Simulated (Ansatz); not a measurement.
# The valence band of Na3Ca3InP4 as photoemission sees it, part 2 of 2

Aim: the valence spectrum of Na3Ca3InP4 from He I to hard X-rays, and which orbitals make each feature. Spin–orbit coupling is left out of the bands throughout.

Ansatz 0.2.0; DFT, PBE, plane-wave PAW, default files, scalar-relativistic (the session's first sound run).

So far, gap on the path (eV): step 2 (self-consistent run, DOS and bands) 1.11.

**3. With PBEsol**

This step: DFT, PBEsol, plane-wave PAW, default files, scalar-relativistic (Ansatz 0.2.0).

The run is repeated with PBEsol on the same cell, to see how much the levels hang on the functional.

File input.yaml:

```yaml
crystal:
  lattice:
    - [9.358, 0.0, 0.0]
    - [-4.679, 8.1042657286, 0.0]
    - [0.0, 0.0, 7.1477]
  atoms:
    - { symbol: In, position: [0.6666666667, 0.3333333333, 0.86022] }
    - { symbol: In, position: [0.3333333333, 0.6666666667, 0.36022] }
    - { symbol: Ca, position: [0.47302, 0.94604, 0.7375] }
    - { symbol: Ca, position: [0.94604, 0.47302, 0.2375] }
    - { symbol: Ca, position: [0.47302, 0.52698, 0.7375] }
    - { symbol: Ca, position: [0.52698, 0.05396, 0.2375] }
    - { symbol: Ca, position: [0.05396, 0.52698, 0.7375] }
    - { symbol: Ca, position: [0.52698, 0.47302, 0.2375] }
    - { symbol: P, position: [0.6666666667, 0.3333333333, 0.5] }
    - { symbol: P, position: [0.3333333333, 0.6666666667, 0.0] }
    - { symbol: P, position: [0.81532, 0.63064, 0.9745] }
    - { symbol: P, position: [0.63064, 0.81532, 0.4745] }
    - { symbol: P, position: [0.81532, 0.18468, 0.9745] }
    - { symbol: P, position: [0.18468, 0.36936, 0.4745] }
    - { symbol: P, position: [0.36936, 0.18468, 0.9745] }
    - { symbol: P, position: [0.18468, 0.81532, 0.4745] }
    - { symbol: Na, position: [0.8563, 0.7126, 0.5708] }
    - { symbol: Na, position: [0.7126, 0.8563, 0.0708] }
    - { symbol: Na, position: [0.8563, 0.1437, 0.5708] }
    - { symbol: Na, position: [0.1437, 0.2874, 0.0708] }
    - { symbol: Na, position: [0.2874, 0.1437, 0.5708] }
    - { symbol: Na, position: [0.1437, 0.8563, 0.0708] }
kpoints:
  mp_grid: { grid: [3, 3, 4] }
  band_path:
    path:
      - [[0.0, 0.0, 0.0], [0.5, 0.0, 0.0], [0.333333, 0.333333, 0.0], [0.0, 0.0, 0.0], [0.0, 0.0, 0.5], [0.5, 0.0, 0.5], [0.333333, 0.333333, 0.5], [0.0, 0.0, 0.5]]
      - [[0.5, 0.0, 0.5], [0.5, 0.0, 0.0]]
      - [[0.333333, 0.333333, 0.5], [0.333333, 0.333333, 0.0]]
    npoints: 6
scf:
  occupations: { method: fermi_dirac, width: 0.02 }
  n_extra_bands: 40
hamiltonian:
  xc: pbesol
  pseudopotentials: { kind: paw }
output:
  forces: true
  stress: true
  dos:
    projected:
      site_lists:
        In1: [0, 1]
        Ca3: [2, 3, 4, 5, 6, 7]
        P9: [8, 9]
        P11: [10, 11, 12, 13, 14, 15]
        Na17: [16, 17, 18, 19, 20, 21]
    de: 0.05
    e_range: [-36, 12]
    nscf_kmesh: { grid: [6, 6, 6] }
  fatbands: true
```

Command:

```
ansatz run input.yaml --threads 4 --pin off --max-ram 8192MiB --backend cpu --events-out ev --progress --plain --runs-dir out
```

It took 3.8 min on 4 threads of Arm Neoverse V2, shared host; peak memory 3 GiB; 15 min of CPU time.

Numbers from this step:

```yaml
free_energy: -36605.1991 eV
fermi_energy: 6.036 eV
pressure: -1.268 GPa
gap_on_the_k_mesh: 1.027 eV
share_of_occupied_states_in_no_projected_shell: 0.0144 of the occupied states in the window
gap_on_the_path: 1.027 eV
least_direct_gap_on_the_path: 1.027 eV
```

The electronic bands at the labelled points (eV, zero at the valence-band maximum; v1 is the highest filled band, c1 the lowest empty one):

```
    point     v4     v3     v2     v1    c1    c2    c3    c4
        Γ  -0.88  -0.26  -0.26   0.00  1.03  1.51  1.53  1.53
  halfway  -0.79  -0.74  -0.29  -0.13  1.27  1.65  1.82  2.04
        M  -0.69  -0.60  -0.34  -0.33  1.51  1.91  2.06  2.25
  halfway  -0.74  -0.56  -0.45  -0.36  1.61  1.93  1.99  2.25
        K  -0.79  -0.60  -0.46  -0.46  1.83  1.83  1.92  2.41
  halfway  -0.78  -0.70  -0.34  -0.17  1.34  1.68  1.89  2.17
        Γ  -0.88  -0.26  -0.26   0.00  1.03  1.51  1.53  1.53
  halfway  -0.81  -0.76  -0.35  -0.35  1.28  1.63  1.74  1.74
        A  -0.56  -0.56  -0.56  -0.56  1.55  1.55  1.88  1.88
  halfway  -0.64  -0.64  -0.60  -0.60  1.65  1.65  2.11  2.11
        L  -0.69  -0.69  -0.65  -0.65  1.71  1.71  2.17  2.17
  halfway  -0.71  -0.71  -0.65  -0.65  1.75  1.75  2.23  2.23
        H  -0.74  -0.74  -0.65  -0.65  1.78  1.78  2.30  2.30
  halfway  -0.65  -0.65  -0.62  -0.62  1.68  1.68  2.17  2.17
        A  -0.56  -0.56  -0.56  -0.56  1.55  1.55  1.88  1.88
jump to L  -0.69  -0.69  -0.65  -0.65  1.71  1.71  2.17  2.17
  halfway  -0.68  -0.56  -0.55  -0.46  1.69  1.75  2.00  2.33
        M  -0.69  -0.60  -0.34  -0.33  1.51  1.91  2.06  2.25
jump to H  -0.74  -0.74  -0.65  -0.65  1.78  1.78  2.30  2.30
  halfway  -0.69  -0.67  -0.51  -0.51  1.89  1.89  2.07  2.23
        K  -0.79  -0.60  -0.46  -0.46  1.83  1.83  1.92  2.41
```

Of the projections kept (In s, In p, Ca s, P s, P p, Na s, not projected), the largest for each band there; the rest of the weight can lie on other orbitals:

| point | v4 | v3 | v2 | v1 | c1 | c2 | c3 | c4 |
| --- | --- | --- | --- | --- | --- | --- | --- | --- |
| Γ | P p 0.90 | P p 0.95 | P p 0.95 | P p 0.95 | not projected 0.38 | P s 0.35 | not projected 0.58 | not projected 0.58 |
| M | P p 0.92 | P p 0.87 | P p 0.92 | P p 0.95 | not projected 0.69 | not projected 0.44 | not projected 0.54 | not projected 0.58 |
| K | P p 0.86 | P p 0.92 | P p 0.91 | P p 0.91 | not projected 0.67 | not projected 0.67 | not projected 0.51 | not projected 0.37 |
| Γ | P p 0.90 | P p 0.95 | P p 0.95 | P p 0.95 | not projected 0.38 | P s 0.35 | not projected 0.58 | not projected 0.58 |
| A | P p 0.92 | P p 0.92 | P p 0.92 | P p 0.92 | not projected 0.41 | not projected 0.41 | not projected 0.34 | not projected 0.34 |
| L | P p 0.89 | P p 0.89 | P p 0.92 | P p 0.92 | not projected 0.50 | not projected 0.50 | not projected 0.76 | not projected 0.76 |

Maxima picked by a test of local sharpness, so broad peaks and shoulders can be missing; peaks within 0.45 eV of a curve's cut are left out. Valence peaks, by row, the first 40 of 42 rows:

```
photon energy (eV)  binding energy (eV)  height (% of the maximum within 13 eV)  main shell  its share (%)
              21.2                9.735                                   9.189        P 3s          59.33
              21.2                8.635                                   43.84        P 3s          50.24
              21.2                4.685                                   29.55        P 3p          83.33
              21.2                2.785                                   49.23        P 3p          70.49
              21.2                2.385                                      43        P 3p          71.65
              21.2                1.835                                   59.53        P 3p          80.07
              21.2                1.085                                     100        P 3p          82.26
              21.2               0.7346                                   75.52        P 3p          83.42
              40.8                23.38                                   538.4       Na 2p           99.8
              40.8                21.63                                   524.7       Ca 3p           99.7
              40.8                14.18                                    1012       In 4d          99.68
              40.8                14.03                                   727.8       In 4d          99.94
              40.8                9.735                                   25.12        P 3s          85.77
              40.8                8.635                                     100        P 3s          87.04
              40.8                4.685                                   21.12        P 3s          44.88
              40.8                2.785                                    17.2        P 3p          58.57
              40.8                2.385                                   15.06        P 3p          59.39
              40.8                1.835                                   22.15        P 3p          62.49
              40.8                1.085                                   38.47        P 3p          62.09
              40.8               0.7346                                   28.98        P 3p          63.14
              1487                23.38                                   212.6       Na 2p          99.57
              1487                21.63                                   530.3       Ca 3p          99.79
              1487                14.18                                   685.4       In 4d          99.56
              1487                14.03                                   492.3       In 4d          99.93
              1487                9.735                                   28.72        P 3s          76.96
              1487                8.635                                     100        P 3s           89.3
              1487                4.685                                   23.18       In 5s          42.54
              1487                2.785                                   10.12        P 3p          43.74
              1487                2.385                                   8.412        P 3p          46.73
              1487                1.835                                   9.673        P 3p          62.88
              1487                1.085                                   12.32        P 3p          85.23
              1487               0.6846                                   9.354        P 3p          85.34
              9252                23.38                                   18.09       Na 2p          97.92
              9252                21.63                                   103.8       Ca 3p          99.09
              9252                14.18                                   145.1       In 4d          97.99
              9252                14.03                                   102.8       In 4d          99.73
              9252                9.735                                   40.03        P 3s          56.73
              9252                8.635                                     100        P 3s          91.75
              9252                4.685                                   40.83       In 5s          73.41
              9252                2.835                                   7.363       In 5p          39.45
```

Spectra as before, but with a recipe of its own (widths, and in some runs the light), which changes peak heights and what is resolved: Gaussian 0.1 eV, Lorentzian 0.05 eV plus 0 times the binding energy, linear light, analyser at 10°, Fermi edge at 20 K; some photon energies differ too.

Side by side:

```
                         quantity  this run  base run  difference
             gap on the path (eV)    1.0274    1.1104     -0.0830
least direct gap on the path (eV)    1.0274    1.1104     -0.0830
           gap on the k-mesh (eV)    1.0274    1.1104     -0.0830
```

One result that differs is the gap on the k-mesh, 1.03 eV against 1.11 eV.

At this level the gap is 1.03 eV on the path.

**4. With r²SCAN**

This step: DFT, r2SCAN, plane-wave PAW, default files, scalar-relativistic (Ansatz 0.2.0).

The run is repeated with r²SCAN on the same cell, to see how much the levels hang on the functional.

Edit input.yaml of step 3 so:

```diff
@@ -40,3 +40,3 @@
 hamiltonian:
-  xc: pbesol
+  xc: r2scan
   pseudopotentials: { kind: paw }
```

The job ended after 5.9 min (4 threads; peak memory 4.4 GiB).

This step gave:

* free energy: -37178.7954 eV
* Fermi energy: 6.156 eV
* pressure: -0.4248 GPa
* gap on the k-mesh: 1.395 eV
* share of occupied states in no projected shell: 0.0135 of the occupied states in the window
* gap on the path: 1.395 eV
* least direct gap on the path: 1.395 eV

Electronic bands along the path, in eV, zero at the valence-band maximum; v1 is the highest filled band, c1 the lowest empty one:

| point | v4 | v3 | v2 | v1 | c1 | c2 | c3 | c4 |
| --- | --- | --- | --- | --- | --- | --- | --- | --- |
| Γ | -0.88 | -0.26 | -0.26 | 0.00 | 1.40 | 1.96 | 1.96 | 2.15 |
| halfway | -0.79 | -0.70 | -0.29 | -0.12 | 1.65 | 2.08 | 2.25 | 2.60 |
| M | -0.70 | -0.60 | -0.34 | -0.34 | 1.92 | 2.31 | 2.48 | 2.68 |
| halfway | -0.74 | -0.55 | -0.45 | -0.36 | 2.02 | 2.34 | 2.42 | 2.68 |
| K | -0.78 | -0.60 | -0.46 | -0.46 | 2.24 | 2.24 | 2.35 | 2.83 |
| halfway | -0.77 | -0.68 | -0.34 | -0.16 | 1.72 | 2.11 | 2.32 | 2.75 |
| Γ | -0.88 | -0.26 | -0.26 | 0.00 | 1.40 | 1.96 | 1.96 | 2.15 |
| halfway | -0.81 | -0.69 | -0.36 | -0.36 | 1.65 | 2.05 | 2.17 | 2.17 |
| A | -0.57 | -0.57 | -0.57 | -0.57 | 1.99 | 1.99 | 2.28 | 2.28 |
| halfway | -0.64 | -0.64 | -0.61 | -0.61 | 2.06 | 2.06 | 2.53 | 2.53 |
| L | -0.69 | -0.69 | -0.65 | -0.65 | 2.11 | 2.11 | 2.61 | 2.61 |
| halfway | -0.70 | -0.70 | -0.65 | -0.65 | 2.14 | 2.14 | 2.66 | 2.66 |
| H | -0.72 | -0.72 | -0.66 | -0.66 | 2.17 | 2.17 | 2.72 | 2.72 |
| halfway | -0.65 | -0.65 | -0.62 | -0.62 | 2.08 | 2.08 | 2.59 | 2.59 |
| A | -0.57 | -0.57 | -0.57 | -0.57 | 1.99 | 1.99 | 2.28 | 2.28 |
| jump to L | -0.69 | -0.69 | -0.65 | -0.65 | 2.11 | 2.11 | 2.61 | 2.61 |
| halfway | -0.69 | -0.55 | -0.55 | -0.46 | 2.09 | 2.15 | 2.42 | 2.76 |
| M | -0.70 | -0.60 | -0.34 | -0.34 | 1.92 | 2.31 | 2.48 | 2.68 |
| jump to H | -0.72 | -0.72 | -0.66 | -0.66 | 2.17 | 2.17 | 2.72 | 2.72 |
| halfway | -0.69 | -0.67 | -0.51 | -0.51 | 2.28 | 2.28 | 2.50 | 2.67 |
| K | -0.78 | -0.60 | -0.46 | -0.46 | 2.24 | 2.24 | 2.35 | 2.83 |

Of the projections kept (In s, In p, Ca s, P s, P p, Na s, not projected), the largest for each band there; the rest of the weight can lie on other orbitals:

| point | v4 | v3 | v2 | v1 | c1 | c2 | c3 | c4 |
| --- | --- | --- | --- | --- | --- | --- | --- | --- |
| Γ | P p 0.90 | P p 0.95 | P p 0.95 | P p 0.95 | not projected 0.39 | not projected 0.59 | not projected 0.59 | P s 0.34 |
| M | P p 0.93 | P p 0.88 | P p 0.92 | P p 0.95 | not projected 0.68 | not projected 0.46 | not projected 0.54 | not projected 0.59 |
| K | P p 0.87 | P p 0.92 | P p 0.92 | P p 0.92 | not projected 0.67 | not projected 0.67 | not projected 0.53 | not projected 0.40 |
| Γ | P p 0.90 | P p 0.95 | P p 0.95 | P p 0.95 | not projected 0.39 | not projected 0.59 | not projected 0.59 | P s 0.34 |
| A | P p 0.92 | P p 0.92 | P p 0.92 | P p 0.92 | not projected 0.44 | not projected 0.44 | not projected 0.31 | not projected 0.31 |
| L | P p 0.90 | P p 0.90 | P p 0.92 | P p 0.92 | not projected 0.52 | not projected 0.52 | not projected 0.77 | not projected 0.77 |

Simulated valence spectra by photon energy, shown to 13 eV, since a deeper line would dwarf them at some energies; the 100 % can be that line's tail at the edge; this run's widths, added to any smearing of the DOS itself: Gaussian 0.1 eV, Lorentzian 0.2 eV plus 0.08 an eV of depth. Table of intensity by binding energy, zero at the valence-band maximum; values in % of the maximum within 13 eV:

```csv
binding energy (eV),21.2 eV,60 eV,1486.7 eV,5414.7 eV
-1.0,1.83,3.51,2.32,1.14
-0.5,3.30,5.06,3.11,1.47
0.0,9.88,11.7,6.23,2.53
0.5,57.1,59.0,27.5,9.28
1.0,99.2,99.3,45.9,16.4
1.5,56.5,57.5,31.4,14.9
2.0,44.5,44.8,27.7,15.6
2.5,40.6,38.4,29.4,20.9
3.0,33.8,32.7,27.1,20.7
3.5,7.91,10.6,9.21,7.23
4.0,4.43,8.40,8.72,8.37
4.5,8.25,15.4,21.2,26.5
5.0,6.75,13.8,18.7,23.0
5.5,2.26,7.63,8.44,7.98
6.0,1.38,6.99,7.26,5.83
6.5,1.13,7.48,7.90,6.07
7.0,1.16,8.66,9.70,7.61
7.5,1.46,10.9,13.4,11.1
8.0,2.40,15.6,22.0,19.7
8.5,5.47,28.9,47.5,45.8
9.0,11.7,54.7,98.0,97.9
9.5,7.36,39.8,66.7,65.9
10.0,4.55,31.9,49.7,49.9
10.5,2.92,28.2,37.8,35.2
11.0,1.43,26.2,26.7,19.4
11.5,-,30.0,25.6,14.6
12.0,-,38.6,30.2,14.5
12.5,-,54.5,40.6,17.5
```

Spectra as before, but with a recipe of its own (widths, and in some runs the light), which changes peak heights and what is resolved: Gaussian 0.1 eV, Lorentzian 0.2 eV plus 0.08 times the binding energy, linear light, analyser at 0°, Fermi edge at 300 K; some photon energies differ too.

The two runs compared:

| quantity | this run | base run | difference |
| --- | --- | --- | --- |
| gap on the path (eV) | 1.3952 | 1.1104 | 0.285 |
| least direct gap on the path (eV) | 1.3952 | 1.1104 | 0.285 |
| gap on the k-mesh (eV) | 1.3952 | 1.1104 | 0.285 |

The two runs differ clearly in the gap on the k-mesh: 1.40 eV against 1.11 eV.

At this level the gap is 1.40 eV on the path.

**5. Other settings**

This step: DFT, PBE, plane-wave PAW, default files, scalar-relativistic; changed: magnetization = {"spin_polarized": true} (Ansatz 0.2.0).

Other settings are tried.

File input.yaml:

```yaml
crystal:
  lattice:
    - [9.358, 0.0, 0.0]
    - [-4.679, 8.1042657286, 0.0]
    - [0.0, 0.0, 7.1477]
  atoms:
    - { symbol: In, position: [0.6666666667, 0.3333333333, 0.86022], spin: 0.5 }
    - { symbol: In, position: [0.3333333333, 0.6666666667, 0.36022], spin: 4.0 }
    - { symbol: Ca, position: [0.47302, 0.94604, 0.7375], spin: -0.5 }
    - { symbol: Ca, position: [0.94604, 0.47302, 0.2375], spin: 0.5 }
    - { symbol: Ca, position: [0.47302, 0.52698, 0.7375], spin: 1.0 }
    - { symbol: Ca, position: [0.52698, 0.05396, 0.2375], spin: 0.5 }
    - { symbol: Ca, position: [0.05396, 0.52698, 0.7375], spin: 4.0 }
    - { symbol: Ca, position: [0.52698, 0.47302, 0.2375], spin: 0.5 }
    - { symbol: P, position: [0.6666666667, 0.3333333333, 0.5], spin: -2.0 }
    - { symbol: P, position: [0.3333333333, 0.6666666667, 0.0], spin: 4.0 }
    - { symbol: P, position: [0.81532, 0.63064, 0.9745], spin: 2.0 }
    - { symbol: P, position: [0.63064, 0.81532, 0.4745], spin: 1.0 }
    - { symbol: P, position: [0.81532, 0.18468, 0.9745], spin: 4.0 }
    - { symbol: P, position: [0.18468, 0.36936, 0.4745], spin: -4.0 }
    - { symbol: P, position: [0.36936, 0.18468, 0.9745], spin: 2.0 }
    - { symbol: P, position: [0.18468, 0.81532, 0.4745], spin: 0.5 }
    - { symbol: Na, position: [0.8563, 0.7126, 0.5708], spin: -0.5 }
    - { symbol: Na, position: [0.7126, 0.8563, 0.0708], spin: -2.0 }
    - { symbol: Na, position: [0.8563, 0.1437, 0.5708], spin: 2.0 }
    - { symbol: Na, position: [0.1437, 0.2874, 0.0708], spin: -0.5 }
    - { symbol: Na, position: [0.2874, 0.1437, 0.5708], spin: 0.5 }
    - { symbol: Na, position: [0.1437, 0.8563, 0.0708], spin: 2.0 }
kpoints:
  mp_grid: { grid: [3, 3, 4] }
scf:
  occupations: { method: fermi_dirac, width: 0.02 }
  n_extra_bands: 40
hamiltonian:
  xc: pbe
  pseudopotentials: { kind: paw }
output:
  forces: true
  stress: true
  dos:
    projected:
      site_lists:
        In1: [0, 1]
        Ca3: [2, 3, 4, 5, 6, 7]
        P9: [8, 9]
        P11: [10, 11, 12, 13, 14, 15]
        Na17: [16, 17, 18, 19, 20, 21]
    de: 0.05
    e_range: [-36, 12]
    nscf_kmesh: { grid: [6, 6, 6] }
magnetization:
  spin_polarized: true
```

Run time: 11 min. Hardware: 4 threads; peak memory 6.8 GiB.

The run was cut off at the time limit after its SCF cycle had converged; no result of it is taken.

**6. Outcome**

| Item | Value |
| --- | --- |
| least gap on the mesh and the path | 1.11 eV |
| strongest listed peak within 13 eV of the zero, at 1486.7 eV | 8.6 eV binding, mostly P 3s |
| strongest listed peak within 13 eV of the zero, at 21.2 eV | 1.1 eV binding, mostly P 3p |
| PBE (3.8 min on 4 threads) | gap 1.11 eV, highest Al Kα peak within 13 eV at 8.6 eV (P 3s) |
| PBEsol (3.8 min on 4 threads) | gap 1.03 eV, highest Al Kα peak within 13 eV at 8.6 eV (P 3s) |
| r²SCAN (5.9 min on 4 threads) | gap 1.40 eV, highest Al Kα peak within 13 eV at 9.1 eV (P 3s) |

**Reading.** Na3Ca3InP4 is an insulator or semiconductor at the base level (gap 1.11 eV), and its valence spectrum changes with photon energy as the shells' cross sections do. At 21.2 eV the valence spectrum has its highest listed peaks within 10.8 eV at 1.1 eV (P 3p), 1.8 eV (P 3p), 2.3 eV (P 3p), 2.7 eV (P 3p) and 8.6 eV (mixed, P 3s leading). At 1486.7 eV the valence spectrum has its highest listed peaks within 13 eV at 8.6 eV (P 3s) and 9.7 eV (P 3s), and the deeper In 4d line at 14.2 eV is higher still (without the spin–orbit splitting that a measurement shows). The shell named is the one with most of the intensity, cross sections included, not always the one with most states there. In the main run, from 1486.7 eV towards hard X-rays the P 3s share grows by 12 points, as its cross section falls more slowly with photon energy than those of the shells it gains on. With PBEsol, the gap on the path moves from 1.11 to 1.03 eV. With r²SCAN, the gap on the path moves from 1.11 to 1.40 eV. At 21.2 eV the area is led by P 3p (68 %), at 8047.8 eV by In 4d (38 %), a shell that the model's window at 21.2 eV leaves out. Kohn–Sham levels aren't quasiparticle energies, so peak positions are approximate. Semilocal functionals underbind filled localised shells, so the In 4d peak should lie deeper in a measurement, and spin–orbit coupling splits d and f lines of heavy atoms. Each run has its own recipe for the spectra (widths, photon energies, in some runs the light), so peak heights and places can differ between runs for that reason too. Semilocal Kohn–Sham gaps are too small as a rule. Spin–orbit coupling is left out, which matters for the heavy atoms here.

[Logs are printed without paths, hosts, clocks, repeated set-up lines and the standing remarks that a program may print on its own settings, such as how far it seeks lower states.]

[Hosts, paths, dates, database ids (printed as entryN), source tags and the programs' standing remarks are cut or masked in the printed files.]

[Maps of the electrostatic potential energy from Ansatz leave out the sawtooth potential of an applied field or a dipole correction, so their vacuum need not be flat; work functions include it.]

[Peak lists hold at most the 14 tallest peaks of each spectrum; further lines can be left out.]
